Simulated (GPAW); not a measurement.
# Screening of a field by Li/Ta(110), part 2 of 2

Wanted: the out-of-plane polarisability of Li/Ta(110).

GPAW 26.7.0; GPAW, PAW setups; slab in vacuum, relaxation (the session's first sound run).

So far, dipole along the normal (e·Å): step 2 (relaxing the atoms) 0.0488; step 3 (plane waves, PBE) 0.0488; step 4 (In a field) -0.0726; step 5 (field on) -0.0118.

## (6) In a field

Contents of run.py:

```python
import json
import numpy as np
from ase import Atoms
from gpaw import GPAW, PW
from gpaw.external import ConstantElectricField

slab = Atoms(
    ['Ta', 'Ta', 'Ta', 'Ta', 'Li'],
    positions=[
        [0.00000, 0.00000, 9.00000],
        [2.34052, -0.00000, 11.34052],
        [0.00000, 0.00000, 13.68015],
        [2.34052, -0.00000, 15.94831],
        [2.34052, -0.00000, 18.70031]],
    cell=[[2.34052, -1.655, 0.0], [2.34052, 1.655, 0.0], [0.0, 0.0, 28.15057]],
    pbc=[True, True, False])

slab.calc = GPAW(mode=PW(400), xc='PBE', kpts={'size': (12, 12, 1), 'gamma': True},
                 occupations={'name': 'fermi-dirac', 'width': 0.1}, nbands='300%',
                 convergence={'density': 1e-05}, maxiter=200,
                 poissonsolver={'dipolelayer': 'xy'},
                 external=ConstantElectricField(-0.05, [0, 0, 1]),
                 symmetry={'tolerance': 1e-3}, txt='slab.txt')
result = {}
energy = slab.get_potential_energy()
fermi = slab.calc.get_fermi_level()
v = slab.calc.get_electrostatic_potential().mean((0, 1)) - fermi
n = slab.calc.get_pseudo_density().mean((0, 1))
L = slab.cell[2, 2]
z = np.arange(len(v)) * L / len(v)
low, high = slab.positions[:, 2].min(), slab.positions[:, 2].max()
below, above = np.interp([low - 6.8, high + 6.8], z, v)
slopes = [np.interp(x, z, np.gradient(v, z)) for x in (low - 6.8, high + 6.8)]
eps = np.array([[slab.calc.get_eigenvalues(k, s) for k in range(len(slab.calc.get_ibz_k_points()))]
                for s in range(slab.calc.get_number_of_spins())]) - fermi
top, bottom = eps[eps < 0].max(), eps[eps > 0].min()
dipole = slab.get_dipole_moment()[2]
print(f'energy {energy:.4f} eV, Fermi level {fermi:.4f} eV, dipole {dipole:.5f} e A')
print(f'potential 6.8 A off the faces, from the Fermi level: lower {below:.4f} eV, upper {above:.4f} eV')
print(f'slope of the potential there: lower {slopes[0]:.5f}, upper {slopes[1]:.5f} eV/A')
print(f'nearest levels on the mesh: {top:.4f} and {bottom:.4f} eV')
print('magnetic moment', round(slab.get_magnetic_moment(), 3))
result.update(energy=energy, fermi=fermi, dipole=dipole, below=below, above=above, slopes=slopes, edges=[top, bottom],
              z=z.tolist(), v=v.tolist(), n=n.tolist(), positions=slab.positions.tolist(),
              forces=slab.get_forces(apply_constraint=False).tolist(), moments=slab.get_magnetic_moments().tolist())
json.dump(result, open('result.json', 'w'))
```

Command:

```
OMP_NUM_THREADS=1 OPENBLAS_NUM_THREADS=1 python run.py
```

Log:

```text
energy -39.2160 eV, Fermi level 1.6900 eV, dipole 0.01858 e A
potential 6.8 A off the faces, from the Fermi level: lower 4.4416 eV, upper 4.0073 eV
slope of the potential there: lower 0.00002, upper 0.00013 eV/A
nearest levels on the mesh: -0.0080 and 0.0196 eV
magnetic moment 0.0
```

Elapsed: 14 min, on 1 thread of Intel Xeon Platinum 8259CL at 2.50GHz (Skylake/Cascade Lake), shared host; peak memory 0.65 GiB.

The electrostatic potential energy of an electron (without an applied field's), less the Fermi level, planar mean oscillates, so the rows of the table below give means over windows of 2.29 Å about each position, cut where the curve ends. Its maxima inside the range that stand out by 2 % of the span (Å: eV): 10.2: -1.52, 12.5: -1.36, 14.8: -1.94, 17.5: 2.24. Its minima: 9.0: -25.6, 11.4: -25.3, 13.7: -25.2, 16.0: -25.3, 18.8: -3.88.

The electrostatic potential energy of an electron (without an applied field's), less the Fermi level, planar mean by z; means over each step:

```
z (Å)  electrostatic potential energy of an electron (without an applied field's), less the Fermi level, planar mean (eV)
 1.15                                                                                                                4.42
 3.44                                                                                                                4.44
 5.72                                                                                                                4.35
 8.02                                                                                                               -6.86
10.30                                                                                                               -11.7
12.59                                                                                                               -11.5
14.88                                                                                                               -12.3
17.18                                                                                                               -4.50
19.46                                                                                                              -0.140
21.75                                                                                                                3.86
24.04                                                                                                                4.01
26.34                                                                                                                4.01
```

## (7) In a field

run.py: that of step 6 with these lines changed.

```diff
@@ -21,3 +21,3 @@
                  poissonsolver={'dipolelayer': 'xy'},
-                 external=ConstantElectricField(-0.05, [0, 0, 1]),
+                 external=ConstantElectricField(0.05, [0, 0, 1]),
                  symmetry={'tolerance': 1e-3}, txt='slab.txt')
```

Log:

```text
energy -39.2211 eV, Fermi level 1.6830 eV, dipole 0.07915 e A
potential 6.8 A off the faces, from the Fermi level: lower 5.1646 eV, upper 3.3152 eV
slope of the potential there: lower 0.00017, upper 0.00013 eV/A
nearest levels on the mesh: -0.0088 and 0.0193 eV
magnetic moment 0.0
```

It took 14 min on 1 thread; peak memory 0.66 GiB.

## (8) Field on

run.py: that of step 7 with these lines changed.

```diff
@@ -21,3 +21,3 @@
                  poissonsolver={'dipolelayer': 'xy'},
-                 external=ConstantElectricField(0.05, [0, 0, 1]),
+                 external=ConstantElectricField(0.1, [0, 0, 1]),
                  symmetry={'tolerance': 1e-3}, txt='slab.txt')
```

Log:

```text
energy -39.2259 eV, Fermi level 1.6788 eV, dipole 0.10941 e A
potential 6.8 A off the faces, from the Fermi level: lower 5.5275 eV, upper 2.9709 eV
slope of the potential there: lower 0.00023, upper 0.00015 eV/A
nearest levels on the mesh: -0.0090 and 0.0192 eV
magnetic moment 0.0
```

Elapsed: 13 min, on 1 thread; peak memory 0.66 GiB.

The electrostatic potential energy of an electron (without an applied field's), less the Fermi level, planar mean oscillates, so the rows of the table below give means over windows of 2.5 Å about each position, cut where the curve ends. Its maxima inside the range that stand out by 2 % of the span (Å: eV): 1.8: 5.53, 10.2: -0.946, 12.5: -1.13, 14.8: -2.05, 17.5: 1.72. Its minima: 9.0: -24.8, 11.4: -24.9, 13.7: -25.1, 16.0: -25.6, 18.8: -4.59.

The electrostatic potential energy of an electron (without an applied field's), less the Fermi level, planar mean by z; means over each step:

```
z (Å)  electrostatic potential energy of an electron (without an applied field's), less the Fermi level, planar mean (eV)
 1.25                                                                                                                5.43
 3.75                                                                                                                5.53
 6.25                                                                                                                5.13
 8.75                                                                                                               -10.2
11.25                                                                                                               -10.8
13.75                                                                                                               -11.2
16.25                                                                                                               -11.0
18.75                                                                                                               -1.23
21.25                                                                                                                2.61
23.75                                                                                                                2.97
26.25                                                                                                                2.97
```

The dipole is now 0.109 e Å, against 0.049 in the run without a field.

## (9) In a field

run.py: that of step 8 with these lines changed.

```diff
@@ -21,3 +21,3 @@
                  poissonsolver={'dipolelayer': 'xy'},
-                 external=ConstantElectricField(0.1, [0, 0, 1]),
+                 external=ConstantElectricField(0.2, [0, 0, 1]),
                  symmetry={'tolerance': 1e-3}, txt='slab.txt')
```

Log:

```text

```

Wall time 11 min (1 thread); peak memory 0.62 GiB.

The run was cut off at its time limit.

## (10) In a field

run.py: that of step 9 with these lines changed.

```diff
@@ -21,3 +21,3 @@
                  poissonsolver={'dipolelayer': 'xy'},
-                 external=ConstantElectricField(0.2, [0, 0, 1]),
+                 external=ConstantElectricField(0.3, [0, 0, 1]),
                  symmetry={'tolerance': 1e-3}, txt='slab.txt')
```

Log:

```text

```

Wall time 7.1 min (1 thread); peak memory 0.63 GiB.

The run was cut off at its time limit.

## (11) The series

The members are put on one axis.

This step: induced dipole against applied field (GPAW 26.7.0).

Table of dipole along the normal by field:

```
field (V/Å)  dipole along the normal (e·Å)
     -0.200                        -0.0726
     -0.100                        -0.0118
     -0.050                         0.0186
      0.000                         0.0488
      0.050                         0.0791
      0.100                          0.109
```

## (12) Outcome

```yaml
work_function_upper_and_lower_face: 3.661 and 4.803 eV
dipole_along_the_normal: 0.0488 e Å
induced_dipole_per_field: 0.607 e Å per V/Å
out_of_plane_polarisability_per_area_alpha_eps_0_a: 14.2 Å
```

**Reading.** The field induces 0.607 e Å per V/Å, a polarisable thickness α/(ε0 A) of 14.2 Å beside 9.70 Å between the outermost nuclei. A perfect conductor would give the distance between its two image planes; a dielectric of thickness t gives t(1 - 1/ε). The two faces differ by 1.1 eV, the step that the slab's dipole makes (e p/(ε0 A) gives 1.1 eV), so the dipole layer is needed. The induced dipole is linear in the field over this range. The cell of 7.75 Å² holds one Li, started on one chosen site; other sites and coverages weren't tried. The in-plane lattice was kept as typed, which isn't the functional's own and leaves some strain; spin-orbit coupling and temperature are left out.

[Logs are printed without paths, hosts, clocks, repeated set-up lines and the standing remarks that a program may print on its own settings, such as how far it seeks lower states.]

[Hosts, paths, dates, database ids (printed as entryN), source tags and the programs' standing remarks are cut or masked in the printed files.]
